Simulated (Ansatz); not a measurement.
# Formation energy and levels of the substitutional impurity O_Cl in Rb2BaCl4 (I-42d)

Aim: at which Fermi levels does O_Cl in Rb2BaCl4 (I-42d) change its charge? The model is a cell of 56 host atoms with 1 Cl taken out and 1 O put in.

Method: place-levels on PBEsol runs: charge-transition levels and formation energies with image-charge correction and potential alignment at the atomic sites, in Ansatz 0.2.0.

## Step 1: The starting structure

The cell holds 56 atoms: 16 Rb, 8 Ba, 31 Cl and 1 O. Its edges and angles: a = 13.398 Å, b = 13.398 Å, c = 13.299 Å, α = 60.2°, β = 60.2°, γ = 59.5°. It derives from Rb2BaCl4 (space group I-42d). Nearest the centre at fractional (0.324, 0.714, 0.606): O26 at 0.00 Å, Ba23 at 3.10 Å, Rb2 at 3.18 Å, Ba17 at 3.30 Å, Rb15 at 3.30 Å, Rb5 at 3.34 Å, Cl33 at 3.39 Å, Rb9 at 3.43 Å.

The host's dielectric constants go in as inputs: (2.91, 2.91, 2.87) for the electrons alone, (7.56, 7.56, 9.13) with the ions, from a response run on this crystal (DFPT, PBEsol) at that run's own cell.

The cell's shortest repeat is 13.3 Å.

## Step 2: What was run first

Levels follow from differences of total energies between charge states, each relaxed by itself.

Each atom starts 0.05 Å or so off its site in a random direction. Forces are taken at one point at (¼, ¼, ¼). The cell holds 1 electron more than the neutral one, with a uniform background that keeps it neutral on the whole.

The sampling was tested on the host first: at the k-points planned (1x1x1 shifted 0.25 0.25 0.25) its energy lies 0.001 eV an atom from the dense-mesh value, under the bound of 0.02 eV set for this test; that bounds the host's error, not the defect's.

One of the inputs; charge, spin and start change from state to state.

qm1.relax/input.yaml

```yaml
crystal:
  lattice:
    - [0.0, 9.4038899, 9.54330863]
    - [9.4038899, 0.0, 9.54330863]
    - [9.4038899, 9.4038899, 0.0]
  atoms:
    - { symbol: Rb, position: [0.24399043, 0.38100957, 0.50600957] }
    - { symbol: Rb, position: [0.49399043, 0.63100957, 0.75600957] }
[... 2 atom lines left out ...]
    - { symbol: Rb, position: [0.13100957, 0.99399043, 0.61899043] }
    - { symbol: Rb, position: [0.38100957, 0.24399043, 0.86899043] }
[... 2 atom lines left out ...]
    - { symbol: Rb, position: [0.11899043, 0.75600957, 0.49399043] }
[... 5 atom lines left out ...]
    - { symbol: Rb, position: [0.50600957, 0.86899043, 0.38100957] }
[... 1 atom line left out ...]
    - { symbol: Ba, position: [0.125, 0.625, 0.875] }
    - { symbol: Ba, position: [0.375, 0.875, 0.125] }
[... 4 atom lines left out ...]
    - { symbol: Ba, position: [0.5, 0.5, 0.5] }
[... 2 atom lines left out ...]
    - { symbol: Cl, position: [0.32425954, 0.71419225, 0.60583896] }
[... 2 atom lines left out ...]
    - { symbol: Cl, position: [0.21419225, 0.82425954, 0.85570924] }
[... 3 atom lines left out ...]
    - { symbol: Cl, position: [0.23083896, 0.48070924, 0.69925954] }
[... 3 atom lines left out ...]
    - { symbol: Cl, position: [0.23070924, 0.98083896, 0.33919225] }
[... 4 atom lines left out ...]
    - { symbol: Cl, position: [0.33919225, 0.44925954, 0.98083896] }
    - { symbol: Cl, position: [0.58919225, 0.69925954, 0.23083896] }
[... 3 atom lines left out ...]
    - { symbol: Cl, position: [0.69925954, 0.58919225, 0.48070924] }
    - { symbol: Cl, position: [0.94925954, 0.83919225, 0.73070924] }
[... 1 atom line left out ...]
    - { symbol: Cl, position: [0.35570924, 0.60583896, 0.32425954] }
    - { symbol: Cl, position: [0.60570924, 0.85583896, 0.57425954] }
[... 2 atom lines left out ...]
    - { symbol: Cl, position: [0.35583896, 0.10570924, 0.46419225] }
    - { symbol: Cl, position: [0.60583896, 0.35570924, 0.71419225] }
    - { symbol: Cl, position: [0.85583896, 0.60570924, 0.96419225] }
  supercell: [1, 1, 1]
  defects: [{ substitution: { at: 25, symbol: O } }]
total_charge: -1
basis:
  ecutwfc: 420
  xc_grid: 2
hamiltonian:
  xc: pbesol
kpoints:
  mp_grid: { grid: [1, 1, 1], shift: [0.25, 0.25, 0.25] }
scf:
  occupations: { method: fixed }
  max_iter: 60
output:
  forces: true
  charged_corrections: { epsilon: [2.91, 2.91, 2.87], static_epsilon: [7.56, 7.56, 9.13] }
relax:
  f_tol: 0.02
  max_steps: 80
  random_displacement: { amplitude: 0.05, seed: 3154 }
checkpoint:
  write: "../qm1.relax.run"
  compress: false
  write_wavefunctions: true
  write_every: 100000
```

The run is started by

```bash
$ ansatz run input.yaml --threads 4 --pin off --max-ram 7536MiB --backend cpu --events-out ev --progress --plain --runs-dir out
```

The relaxed structure is kept and the sampling changed to a 2×2×2 shifted mesh.

The run of this state that the levels use, under PBEsol:

qm1.point/input.yaml

```yaml
crystal:
  checkpoint: "../qm1.relax.run"
  host: checkpoint
total_charge: -1
basis:
  ecutwfc: 420
  xc_grid: 2
hamiltonian:
  xc: pbesol
kpoints:
  mp_grid: { grid: [2, 2, 2], shift: [0.5, 0.5, 0.5] }
scf:
  occupations: { method: fermi_dirac, width: 0.01 }
  max_iter: 60
output:
  forces: true
  eigenvalues: true
  charged_corrections:
    epsilon: [2.91, 2.91, 2.87]
    static_epsilon: [7.56, 7.56, 9.13]
    defect_position: [0.32426, 0.714192, 0.605839]
  eigenstates: { localisation: true }
  populations: true
  band_densities: [{ bands: [v1, v1] }, { bands: [c1, c1] }]
  write_density: true
  write_potential: true
  volumetric_format: npy
checkpoint:
  read: "../qm1.relax.run"
  write: "../qm1.point.run"
  compress: false
  write_wavefunctions: false
  write_every: 100000
```

Relaxations under PBEsol at one point at (¼, ¼, ¼); times on 4 threads of Arm Neoverse V2, shared host:

```
charge  moment (μB)  occupations    outcome  steps  largest displacement against the far atoms (Å)     time
    −1            0        fixed  converged     10                                            0.79  2.7 min
     0            1        fixed  converged      9                                            0.94  6.5 min
```

Single points under PBEsol at a 2×2×2 shifted mesh; times on 4 threads of Arm Neoverse V2, shared host:

```csv
charge,moment (μB),occupations,outcome,time
−1,0,fermi-dirac,converged,2 min
0,1,fermi-dirac,converged,4.5 min
```

Distances (Å) from O26 to the nearest atoms after relaxation with PBEsol:

```
charge  moment (μB)       1.       2.       3.       4.       5.       6.
    −1            0  Ba 2.34  Ba 2.36  Rb 2.79  Cl 3.30  Rb 3.39  Cl 3.70
     0            1  Cl 2.56  Ba 2.62  Ba 2.63  Rb 3.01  Rb 3.49  Cl 3.75
```

## Step 3: place-levels, PBEsol

A charged cell interacts with its images and the background, and its potential has another zero than the host's. place-levels removes the first by a point-charge model, screened by the static dielectric constant since the ions have relaxed around the charge, and the second by comparing potentials at atoms far from the defect.

The host is a run of the defect-free crystal in the same cutoffs, grids and k-points, so that basis and sampling errors cancel in part in the differences. Its band edges come from a run of the primitive cell that searches the zone for them. Chemical potentials are energies per atom of Cl (Cl2 molecule) and O (O2 molecule), run with the same functional and cutoff.

levels.point.yaml

```yaml
host:
  run: host.point.run
  levels_from: { run: edges.point.run }
states: [qm1.point.run, q0_M1.point.run]
geometry_from:
  qm1.point.run: qm1.relax.run
  q0_M1.point.run: q0_M1.relax.run
  host.point.run: host.relax.run
chemical_potentials:
  Cl:
    energy: -1060.711994
    dataset: "<sha256 of the dataset>"
  O:
    energy: -558.282649
    dataset: "<sha256 of the dataset>"
epsilon: [2.91, 2.91, 2.87]
static_epsilon: [7.56, 7.56, 9.13]
vertical:
  - { from: qm1.point.run, to: qm1.point_neutral.run }
```

The run is started by

```bash
$ ansatz place-levels levels.point.yaml -- --threads 4 --pin off --max-ram 7536MiB
```

Numbers of over 12 decimals in the logs are rounded to 6 here.

Log:

```text
[... repeated set-up lines and file paths are left out, and long positions are rounded to six places ...]
(0/-1) 1.620 eV above the valence edge, 3.499 eV under the conduction edge
formation energy of charge 0: +2.592 eV with the Fermi level at the valence edge
formation energy of charge -1: +4.212 eV with the Fermi level at the valence edge
vertical -1 to 0: no energy, since no alignment is typed
  the change from vertical[0].from (qm1.point.run) to vertical[0].to (qm1.point_neutral.run): by its spins about the atoms it stands at 0.359 0.638 0.624, with an rms radius of about 3.5 Å (2.1 2.0 2.0 Å across the planes of the cell's vectors); [...]
  edges by pbesol of host.levels_from (edges.point.run), its mesh sampled to repeats of 32.74 Å (the valence edge +0.024 eV and the conduction edge -0.206 eV from those of the host's own run), gap 5.119 eV; the host is sampled to repeats of 26.60 Å
  the defect's cells are sampled to repeats of 26.60 Å, like sampling
  charge 0: +0.000 eV for its dipole among its images, +0.000 omitted
  charge -1: -131932.6751 eV with its correction of +0.263 eV, at epsilon [7.56, 7.56, 9.13], aligned at sites: -0.0457 eV, mean over 12 atomic sites at or beyond 6.65 Å from the defect at [0.3243, 0.7142, 0.6058], with +0.000000 for the charge's moments and [...]
  of states[1] (q0_M1.point.run): its displacements don't fall off away from the defect: farther atoms stand 0.035 Å off the host's places. [...]
  of states[0] (qm1.point.run): it parts from the run at its places by a charge that spreads by about 2.1 Å along one vector (1.9 Å or more is wide), by the spins about the atoms, where the cell does not tell a trapped carrier from a band state. [...]
  of vertical[0].from (qm1.point.run): its displacements don't fall off away from the defect: farther atoms stand 0.095 Å off the host's places. [...]
  vertical[0].to (qm1.point_neutral.run): levels filled in part (TS 0.006 eV): its energy is of no whole electron's
  of vertical[0].to (qm1.point_neutral.run): its displacements don't fall off away from the defect: farther atoms stand 0.095 Å off the host's places. [...]
```

Elapsed: 0.17 s, on 4 threads of Arm Neoverse V2, shared host.

Under PBEsol the gap is 5.12 eV, (0/−1) 1.62 eV.

Levels between the charges placed, in eV above the valence top:

```csv
,gap (eV),(0/−1)
PBEsol,5.12,1.62
```

Corrections by state:

```csv
charge,moment (μB),image terms and alignment (eV),band filling (eV),ε used,"over the lowest of its charge, as the program ranks them, band filling apart (eV)"
0,1.0,0.000,-,-,0.000
−1,0.0,0.263,-,"principal values (7.56, 7.56, 9.13)",0.000
```

The charged structures listed were also run neutral, and place-levels reads from each pair, by the potential or the spins, how wide the charge is by which they differ; that can be the carrier of either run.

```
charge  rms radius (Å)  spread where it is widest against the cell (Å)  wide from (Å)  reading
    −1             3.5                                            2.07           1.89     wide
```

The neutral runs of these pairs need not share the spin of the lowest neutral state, and very wide values only mean spread over the cell.

From the program's caveats on the states, each cut to its opening words:

- charge 0 (1 μB): its displacements don't fall off away from the defect: farther atoms stand 0.035 Å off the host's places
- charge 0 (1 μB): flagged: stability check not made
- charge −1: it parts from the run at its places by a charge that spreads by about 2.1 Å along one vector (1.9 Å or more is wide), by the spins about the atoms, where the [...]
- charge −1: its displacements don't fall off away from the defect: farther atoms stand 0.095 Å off the host's places

Chemical potentials of the elements' reference phases, run alike. Formation energies (elemental references), with the Fermi level at the valence top and at the conduction bottom (gap 5.12 eV):

| charge | at valence top (eV) | at conduction bottom (eV) | correction included (eV) |
| --- | --- | --- | --- |
| 0 | 2.59 | 2.59 | 0.00 |
| −1 | 4.21 | -0.91 | 0.26 |

```json
{"Fermi level (eV)": "0.00", "lowest formation energy (eV)": "2.59"}
{"Fermi level (eV)": "0.46", "lowest formation energy (eV)": "2.59"}
{"Fermi level (eV)": "0.93", "lowest formation energy (eV)": "2.59"}
{"Fermi level (eV)": "1.39", "lowest formation energy (eV)": "2.59"}
{"Fermi level (eV)": "1.86", "lowest formation energy (eV)": "2.35"}
{"Fermi level (eV)": "2.32", "lowest formation energy (eV)": "1.89"}
{"Fermi level (eV)": "2.79", "lowest formation energy (eV)": "1.42"}
{"Fermi level (eV)": "3.26", "lowest formation energy (eV)": "0.95"}
{"Fermi level (eV)": "3.72", "lowest formation energy (eV)": "0.49"}
{"Fermi level (eV)": "4.19", "lowest formation energy (eV)": "0.02"}
{"Fermi level (eV)": "4.65", "lowest formation energy (eV)": "-0.44"}
{"Fermi level (eV)": "5.12", "lowest formation energy (eV)": "-0.91"}
```

## Step 4: The same at the relaxations' own k-points

The relaxations' own energies give the levels at their sampling, for comparison.

levels.relax_mesh.yaml

```yaml
host:
  run: host.relax.run
  levels_from: { run: edges.relax.run }
states: [qm1.relax.run, q0_M1.relax.run]
chemical_potentials:
  Cl:
    energy: -1060.711994
    dataset: "<sha256 of the dataset>"
  O:
    energy: -558.282649
    dataset: "<sha256 of the dataset>"
```

The run is started by

```bash
$ ansatz place-levels levels.relax_mesh.yaml -- --threads 4 --pin off --max-ram 7536MiB
```

Log:

```text
(0/-1) 1.620 eV above the valence edge, 3.500 eV under the conduction edge
formation energy of charge 0: +2.590 eV with the Fermi level at the valence edge
formation energy of charge -1: +4.210 eV with the Fermi level at the valence edge
  edges by pbesol of host.levels_from (edges.relax.run), its mesh sampled to repeats of 32.74 Å (the valence edge +0.023 eV and the conduction edge -0.206 eV from those of the host's own run), gap 5.119 eV; the host is sampled to repeats of 13.30 Å
[... the lines on each state left out ...]
```

It took 0.07 s on 4 threads.

Levels between neighbouring charges, in eV above the valence top:

|  | gap (eV) | (0/−1) |
| --- | --- | --- |
| one point at (¼, ¼, ¼) | 5.12 | 1.62 |
| a 2×2×2 shifted mesh | 5.12 | 1.62 |

Going from one point at (¼, ¼, ¼) to a 2×2×2 shifted mesh moves the levels that carry no band-filling term by up to 0.00 eV and formation energies against the elements by up to 0.00 eV.

## Step 5: Placing the levels, r2SCAN

r2SCAN on the same structure is run to see how far the result rests on the functional, though not on the errors that semilocal functionals share; the sampling changes too, to one point at (¼, ¼, ¼), so differences hold both changes.

qm1.r2scan/input.yaml

```yaml
crystal:
  checkpoint: "../qm1.relax.run"
  host: checkpoint
total_charge: -1
basis:
  ecutwfc: 500
  xc_grid: 2
hamiltonian:
  xc: r2scan
kpoints:
  mp_grid: { grid: [1, 1, 1], shift: [0.25, 0.25, 0.25] }
scf:
  occupations: { method: fermi_dirac, width: 0.01 }
  max_iter: 60
output:
  forces: true
  eigenvalues: true
  charged_corrections:
    epsilon: [2.91, 2.91, 2.87]
    static_epsilon: [7.56, 7.56, 9.13]
    defect_position: [0.32426, 0.714192, 0.605839]
checkpoint:
  write: "../qm1.r2scan.run"
  compress: false
  write_wavefunctions: false
  write_every: 100000
```

Wall time 46 s (4 threads); peak memory 3.7 GiB; 3 min of CPU time.

levels.r2scan.yaml

```yaml
host:
  run: host.r2scan.run
  levels_from: { run: edges.r2scan.run }
states: [qm1.r2scan.run, q0_M1.r2scan.run]
geometry_from:
  qm1.r2scan.run: qm1.relax.run
  q0_M1.r2scan.run: q0_M1.relax.run
  host.r2scan.run: host.relax.run
chemical_potentials:
  Cl:
    energy: -1083.517615
    dataset: "<sha256 of the dataset>"
  O:
    energy: -565.983079
    dataset: "<sha256 of the dataset>"
```

The run is started by

```bash
$ ansatz place-levels levels.r2scan.yaml -- --threads 4 --pin off --max-ram 7536MiB
```

Log:

```text
(0/-1) 2.238 eV above the valence edge, 3.798 eV under the conduction edge
formation energy of charge 0: +2.645 eV with the Fermi level at the valence edge
formation energy of charge -1: +4.883 eV with the Fermi level at the valence edge
  edges by r2scan of host.levels_from (edges.r2scan.run), its mesh sampled to repeats of 32.74 Å (the valence edge +0.023 eV and the conduction edge -0.198 eV from those of the host's own run), gap 6.036 eV; the host is sampled to repeats of 13.30 Å
[... the lines on each state left out ...]
```

The job ended after 0.11 s (4 threads).

Under r2SCAN the gap is 6.04 eV, (0/−1) 2.24 eV.

## Step 6: The ladder

Levels between neighbouring charges, in eV above each run's own valence top:

```csv
,gap (eV),(0/−1),CPU time a state at this stage (restarts are quicker than cold starts)
"PBEsol, 2×2×2 shifted mesh",5.12,1.62,13 min
"r2SCAN on PBEsol structures, (¼, ¼, ¼)",6.04,2.24,5.8 min
```

## Step 7: Results

- gap of the host: 5.12 eV (PBEsol)
- level (0/minus 1): 1.62 eV above the valence top
- lowest of the charges placed, just above the valence top (0.02 eV): 0
- lowest of the charges placed, just below the conduction bottom (0.02 eV): −1
- lowest formation energy at mid-gap of the charges run, elemental references: 1.65 eV

**Reading.** Of the charges placed (−1 and 0), the lowest changes at 1.62 eV (0/−1) above the valence top, in a gap of 5.12 eV. Charges above 0 and below −1 were not placed, so these runs say nothing of levels that involve them. States placed: 0 at 1 μB; −1 at 0 μB. Other spin states or structures, where not listed, weren't placed. At charge 0 the atom put in ends up to 0.9 Å from its starting place, so the name tells the start alone and the levels can join different sites. O is taken at its element; compounds, which aren't counted here, bound the chemical potentials and would shift these formation energies. Going from one point at (¼, ¼, ¼) to a 2×2×2 shifted mesh moves the levels that carry no band-filling term by up to 0.00 eV and formation energies against the elements by up to 0.00 eV. Keep in mind: PBEsol makes the gap too small and tends to spread out bound carriers; where a gas molecule sets a chemical potential or the host's formation energy, its binding is uncorrected; spin–orbit coupling, which can matter with heavy atoms, is left out.

[Logs are printed without paths, hosts, clocks, repeated set-up lines and the standing remarks that a program may print on its own settings, such as how far it seeks lower states.]

[Hosts, paths, dates, database ids (printed as entryN), source tags and the programs' standing remarks are cut or masked in the printed files.]

[Where a table of states has a column of steps, it counts the stored structures, which are thinned; the runs took as many ionic steps or more.]

[A defect's name tells the site on which it was built; relaxed atoms can leave that site.]

[For some hosts the program warned that the k-mesh of the response run may be too coarse for force constants and the static dielectric constant; such warnings are not shown here.]
